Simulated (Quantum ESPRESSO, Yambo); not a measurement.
# SiSnCl2 (chair-type functionalised monolayer): G0W0 with Yambo, start to end, part 3 of 3

Aim: the G0W0 gap of SiSnCl2 (chair-type functionalised monolayer) on PBE, step by step.

Quantum ESPRESSO 7.5 and Yambo 5.3.0; PBE and many-body steps on it, plane waves. Known limits of the many-body steps: not at the basis limit; no spin-orbit coupling.

So far. Step 3 (Bands along the symmetry lines): The gap is 0.531 eV, as in the run before at this level. Step 4 (Empty states on the mesh, 6×6×1 mesh, 110 bands): On this mesh the gap is 0.531 eV.

### Step 6. Screening and self-energy, 6×6×1 mesh, 110 bands, screening to 74.8 eV

G0W0 replaces the xc potential by the self-energy, built once from these orbitals. Only a window of levels is corrected, while the sums run over the empty bands that the input names.

This step: G0W0 on PBE, plane waves, norm-conserving pseudopotentials.

Contents of gw1.in:

```
HF_and_locXC
gw0
dyson
ppa
em1d
rim_cut
rim_w
RandQpts= 3000000
RandGvec= 100 RL
CUTGeo= "slab z"
RandGvecW= 9 RL
EXXRLvcs= 84 Ry
VXCRLvcs= 336 Ry
Chimod= "HARTREE"
% BndsRnXp
 1 | 110 |
%
NGsBlkXp= 5.5 Ry
% LongDrXp
 1 | 1 | 0 |
%
% GbndRnge
 1 | 110 |
%
DysSolver= "n"
ExtendOut
PPAPntXp= 27.21138 eV
% QPkrange
 1 | 7 | 17 | 22 |
%
```

The run is started by

```sh
> OMP_NUM_THREADS=1 mpirun -n 4 yambo -F gw1.in -J gw1 -C gw1 > gw1.log
```

The log of the run:

```text
 Yambo, version 5.3.0

 [02] CORE Variables Setup
 =========================

  [... cell, symmetries and grids as in the set-up ...]

  [02.05] Energies & Occupations
  ==============================

  [X] === General ===
  [X] Electronic Temperature                        :  0.000000  0.000000 [eV K]
  [X] Bosonic    Temperature                        :  0.000000  0.000000 [eV K]
  [X] Finite Temperature mode                       : no
  [X] El. density                                   :  0.12481E+24 [cm-3]
  [X] Fermi Level                                   : -2.369720 [eV]

  [X] === Gaps and Widths ===
  [X] Conduction Band Min                           :  0.531231 [eV]
  [X] Valence Band Max                              :  0.000000 [eV]
  [X] Filled Bands                                  :  20
  [X] Empty Bands                                   :   21  110
  [X] Direct Gap                                    :  0.531231 [eV]
  [X] Direct Gap localized at k                     :  1
  [X] Indirect Gap                                  :  0.531231 [eV]
  [X] Indirect Gap between kpts                     :  1  1
  [X] Last valence band width                       :  1.537876 [eV]
  [X] 1st conduction band width                     :  2.977168 [eV]

 [03] Transferred momenta grid and indexing
 ==========================================

 IBZ Q-points                                      :   7
 BZ  Q-points                                      :   36

 K/Q-points units:
 rlu = crystal or reduced units; cc = cartesian coordinates; iku = interal k-units

 Q [1]          [rlu]:  0.000000  0.000000  0.000000
 Q [2]          [rlu]:  0.21422E-16  0.16667       0.0000
 Q [3]          [rlu]:  0.42845E-16  0.33333       0.0000
 Q [4]          [rlu]: -0.64267E-16 -0.50000       0.0000
 Q [5]          [rlu]:  0.166667  0.166667  0.000000
 Q [6]          [rlu]:  0.166667  0.333333  0.000000
 Q [7]          [rlu]:  0.333333  0.333333  0.000000

 [04] Coloumb potential Random Integration (RIM)
 ===============================================

 Performing RIM of v_slab

  [04.01] RIM initialization
  ==========================

  * Diagonal components only detected *

  8 x (sBL volume)        :  0.025488 [a.u.]
  sBZ random points       :  3000000
  Points outside the sBZ  :  24001124
  RL volume               :  0.114695 [a.u.]
  Integrated volume       :  0.114689 [a.u.]

  [04.02] RIM integrals
  =====================

  Gamma point sphere radius             :  0.034044 [a.u.]
  Points outside the sphere             :  2398760
  [Int_sBZ(q=0) 1/q^2]*(Vol_sBZ)^(-1/3) =:  7.550839
                                 should be <:  7.795600

  Summary of Coulomb integrals for non-metallic bands |Q|[au] RIM/Bare

  Q [1] 0.100000E-4 0.968603 * Q [2] 0.144991 1.026995
  Q [5] 0.251132 1.032253 * Q [3] 0.289982 1.027927
  Q [6] 0.383610 1.018669 * Q [4] 0.434973 1.015328
  Q [7] 0.502264 1.011388
  Non-periodic chartesian directions : none
  Optical renormalization            :  35.90480 [au]
  Polarizability dimension           : length

 [05] Coloumb potential CutOffslab
 =================================

 Cut directionsZ
 Slab Cutoff:Z
 Symmetry test passed : yes

 [06] Dipoles
 ============

  [06.01] Setup: observables and procedures
  =========================================

  [WARNING] [x,Vnl] slows the Dipoles computation. To neglect it rename the ns.kb_pp file

 [07] Dynamic Dielectric Matrix (PPA)
 ====================================

 [WR./gw1//ndb.pp]---------------------------------------------------------------
  Brillouin Zone Q/K grids (IBZ/BZ)                :    7   36    7   36
  RL vectors                                       :   32661 [WF]
  Coulomb cutoff potential                         : slab z
  Electronic Temperature                           :  0.000000 [K]
  Bosonic    Temperature                           :  0.000000 [K]
  PPA    diel. fun.  energies                      : Perdew, Burke & Ernzerhof(X)+Perdew, Burke & Ernzerhof(C)
  wavefunctions                                    : Perdew, Burke & Ernzerhof(X)+Perdew, Burke & Ernzerhof(C)
  Global Gauge                                     : length
  X matrix size                                    :   551
  X band range                                     :    1  110
  X e/h energy range                               : -1.000000 -1.000000 [eV]
  X Time ordering                                  : R
  X Hxc Kernel                                     : HARTREE
  X Drude frequency                                :  0.000000  0.000000
  X poles                                          :  100.0000 [o/o]
  RL vectors in the sum                            :   32661
  [r,Vnl] included                                 : yes
  Field direction                                  :  0.707107E-5  0.707107E-5   0.00000
  BZ energy Double Grid                            : no
  BZ energy DbGd points                            : 0
  BZ Q point size factor                           : -1.000000
  X Optical Averaged directions                    : none

 [08] Local Exchange-Correlation + Non-Local Fock
 ================================================

 [VXC] Plane waves :  224939
 [EXS] Plane waves :  28101

 QP @ state[ 1 ] K range:   1   7
 QP @ state[ 1 ] b range:  17  22

 [xc] Functional : Perdew, Burke & Ernzerhof(X)+Perdew, Burke & Ernzerhof(C)
 [xc] LIBXC used to calculate xc functional
  PP Number of Atomic Species                      :  3
  NLCC RL compoments                               :  224939
  PP Number of Atomic Species                      :  3
  NLCC RL compoments                               :  224939

 [xc] E_xc :  -24.81109 [Ha]
      E_xc :  -49.62217 [Ry]

  Local XC kind (lXC) : Perdew, Burke & Ernzerhof(X)+Perdew, Burke & Ernzerhof(C)
  Non-Local XC kind (nlXC) : Hartree-Fock

  Corrections @ K [1] :  [eV]
 <17|nlXC|17> = -18.38516  0.34862E-17 <17|lXC|17> = -13.83139  0.21052E-31
 <18|nlXC|18> = -18.38516 -0.76910E-19 <18|lXC|18> = -13.83139 -0.18882E-15
 <19|nlXC|19> = -13.77541 -0.31942E-17 <19|lXC|19> = -12.19273 -0.18882E-15
 <20|nlXC|20> = -13.77542  0.21728E-16 <20|lXC|20> = -12.19274  0.18882E-15
 <21|nlXC|21> = -7.787361 -0.13544E-17 <21|lXC|21> = -11.00122  0.94408E-16
 <22|nlXC|22> = -7.056527 -0.16375E-17 <22|lXC|22> = -11.08460 -0.14801E-28

  Corrections @ K [2] :  [eV]
 <17|nlXC|17> = -17.41868  0.18263E-18 <17|lXC|17> = -13.28401 -0.17051E-31
 <18|nlXC|18> = -18.21341 -0.21694E-17 <18|lXC|18> = -13.69850 -0.40251E-32
 <19|nlXC|19> = -15.88408  0.16918E-17 <19|lXC|19> = -13.01685  0.47204E-16
 <20|nlXC|20> = -14.03906 -0.12096E-16 <20|lXC|20> = -12.19207  0.94408E-16
[...]
Corrections @ K [3] :  [eV]
[...]
Corrections @ K [4] :  [eV]
[...]
Corrections @ K [5] :  [eV]
[...]
Corrections @ K [6] :  [eV]
[...]
Corrections @ K [7] :  [eV]
[...]
<18|nlXC|18> = -17.81071 -0.16820E-16 <18|lXC|18> = -13.93114 -0.37763E-15
 <19|nlXC|19> = -18.14386  0.31823E-17 <19|lXC|19> = -13.48005 -0.23602E-16
 <20|nlXC|20> = -16.36280  0.16415E-16 <20|lXC|20> = -12.71689  0.17962E-33
 <21|nlXC|21> = -7.339925 -0.21457E-18 <21|lXC|21> = -11.94802  0.94408E-16
 <22|nlXC|22> = -5.756152  0.11472E-17 <22|lXC|22> = -10.54072 -0.94408E-16

  [08.01] Hartree-Fock occupations report
  =======================================

  [Hartree-Fock] === General ===
  [Hartree-Fock] Electronic Temperature             :  0.000000  0.000000 [eV K]
  [Hartree-Fock] Bosonic    Temperature             :  0.000000  0.000000 [eV K]
  [Hartree-Fock] Finite Temperature mode            : no
  [Hartree-Fock] El. density                        :  0.12481E+24 [cm-3]
  [Hartree-Fock] Fermi Level                        : -2.369720 [eV]

  [Hartree-Fock] === Gaps and Widths ===
  [Hartree-Fock] Conduction Band Min                :  3.745087 [eV]
  [Hartree-Fock] Valence Band Max                   : -1.582678 [eV]
  [Hartree-Fock] Filled Bands                       :  20
  [Hartree-Fock] Empty Bands                        :   21  110
  [Hartree-Fock] Direct Gap                         :  5.327765 [eV]
  [Hartree-Fock] Direct Gap localized at k          :  1
  [Hartree-Fock] Indirect Gap                       :  5.327765 [eV]
  [Hartree-Fock] Indirect Gap between kpts          :  1  1
  [Hartree-Fock] Last valence band width            :  3.601104 [eV]
  [Hartree-Fock] 1st conduction band width          :  4.371406 [eV]

 [09] Dyson equation: Newton solver
 ==================================

  [09.01] RIM-W interpolation
  ===========================

  [WARNING] RIM-W works only for 2D semiconductors with slab cutoff
  Found compatible q grid: 2D
  q_min[ 1 ]:  0.16667      0.20575E-11   0.0000     [rlu]
   0.166667  0.083333  0.000000 [iku]
  q_min[ 2 ]:  0.21422E-16  0.16667       0.0000     [rlu]
  -0.43607E-11  0.16667       0.0000     [iku]
  G-vectors :   9
  G-vectors loaded:   63
  Number of interpolated frequencies:  2

  Evaluating coefficients q = 0
  Evaluating coefficients q = 0

  [09.02] RIM-W integrals
  =======================

  8 x (sBL volume)        :  0.025488 [a.u.]
  sBZ random points       :  3000000
  Points outside the sBZ  :  24001124
  RL volume               :  0.114695 [a.u.]
  Integrated volume       :  0.114689 [a.u.]

  [09.03] RIM integrals
  =====================

  Comparison between head Wc = W - v averages: < Wc > [au] RIM-W/RIM

   < -Wc [Q = 1] > 0.402462E-1 0.190758E-3 * < -Wc [Q = 2] > 0.003619 0.003461
   < -Wc [Q = 3] > 0.631611E-3 0.616508E-3 * < -Wc [Q = 4] > 0.216014E-3 0.213233E-3
   < -Wc [Q = 5] > 0.931910E-3 0.907101E-3 * < -Wc [Q = 6] > 0.307858E-3 0.304221E-3
   < -Wc [Q = 7] > 0.151409E-3 0.150615E-3

  Comparison between head Wc = W - v averages: < Wc > [au] RIM-W/RIM

   < -Wc [G = 1,G`=0] > 0.402462E-1 0.190758E-3 * < -Wc [G = 2,G`=0] >-0.001571 0.000000
   < -Wc [G = 3,G`=0] >-0.001571 0.000000 * < -Wc [G = 4,G`=0] > 0.421342E-4  0.00000
   < -Wc [G = 5,G`=0] > 0.421415E-4  0.00000 * < -Wc [G = 6,G`=0] > 0.249949E-4  0.00000
   < -Wc [G = 7,G`=0] > 0.249928E-4  0.00000 * < -Wc [G = 8,G`=0] > 0.998400E-5  0.00000
   < -Wc [G = 9,G`=0] > 0.998332E-5  0.00000

 [10] G0W0 (W PPA)
 =================

 [  GW  ] Bands range     :    1  110
 [GW/PPA] G damping       :  0.100000 [eV]

 QP @ state[ 1 ] K range:   1   7
 QP @ state[ 1 ] b range:  17  22

  Sc/G bands                                       :    1  110
  Sc/G damping                                     :  0.100000 ev
  Sc bands terminator                              : no
  Sx RL components                                 :  28101

  QP @ state[ 1 ] K range                          :   1   7
  QP @ state[ 1 ] b range                          :  17  22
  GF energies kind                                 : Perdew, Burke & Ernzerhof(X)+Perdew, Burke & Ernzerhof(C)
  GF WF`s kind                                     : Perdew, Burke & Ernzerhof(X)+Perdew, Burke & Ernzerhof(C)
  Xs energies kind                                 : Perdew, Burke & Ernzerhof(X)+Perdew, Burke & Ernzerhof(C)
  Xs WF`s kind                                     : Perdew, Burke & Ernzerhof(X)+Perdew, Burke & Ernzerhof(C)

 [14] Game Over & Game summary
```

It took 15 min on 4 MPI ranks of Arm Neoverse V2, shared host; peak memory 4.7 GiB.

This step gave:

- G0W0 gap on the mesh: 1.368 eV
- starting gap on the mesh: 0.5312 eV
- k of the valence top: 0, 0, 0
- k of the conduction bottom: 0, 0, 0
- least direct G0W0 gap on the computed points: 1.368 eV
- Z at the valence top: 0.6635
- Z at the conduction bottom: 0.6560

The gap on the mesh goes from 0.53 eV to 1.37 eV, a correction of +0.84 eV.

Limits: finite bands, cutoff and mesh; no spin-orbit coupling. v1 is the top filled band, c1 the lowest empty one. The levels before and after the correction (eV, zero at the valence-band top of each column):

```
           conduction bottom  valence top
Kohn-Sham               0.53         0.00
     G0W0               1.37         0.00
```

|  | level | energy (eV) |
| --- | --- | --- |
| Kohn-Sham | Γ v4-v3 | -1.886 |
| Kohn-Sham | Γ v2-v1 | 0.000 |
| Kohn-Sham | Γ c1 | 0.531 |
| Kohn-Sham | Γ c2 | 1.990 |
| G0W0 | Γ v4-v3 | -2.495 |
| G0W0 | Γ v2-v1 | 0.000 |
| G0W0 | Γ c1 | 1.368 |
| G0W0 | Γ c2 | 3.067 |

### Step 7. Where the time went

Times are wall times on the hardware named with each run, good to a factor of about two.

```csv
step,time,share,memory (GiB)
ground state,53 s,5 %,1.1
bands along the symmetry lines,32 s,3 %,0.81
empty states on the mesh,76 s,7 %,1.6
conversion and set-up,4.4 s,0 %,0.28
screening and self-energy,15 min,85 %,4.7
```

### Step 8. Outcome

```yaml
pbe_gap: 0.53 eV, direct
g0w0_gap_on_the_mesh: 1.37 eV
gw_settings: 6×6×1 mesh, 110 bands, screening to 74.8 eV, Godby-Needs plasmon pole
known_limits: not at the basis limit; no spin-orbit coupling
```

G0W0 moves the gap on the mesh from 0.53 eV to 1.37 eV (+0.84 eV), with Z of 0.66 and 0.66 at the edges. The dearest step here is «screening and self-energy». Bands and cutoff are finite, so the gap is not at the basis limit. The miss can reach some tenths of an eV and take either sign; the mesh is an error of its own. The many-body steps are scalar-relativistic: spin-orbit coupling is not in them.

[Paths, hosts, dates, memory and timing lines, banners, echoed tables and standing remarks are left out of the program output.]

[Logs are printed without paths, hosts, clocks, repeated set-up lines and the standing remarks that a program may print on its own settings, such as how far it seeks lower states.]

[Runs of the session that timed out or met a known fault of the program may be left out.]

[Hosts, paths, dates, database ids (printed as entryN), source tags and the programs' standing remarks are cut or masked in the printed files.]
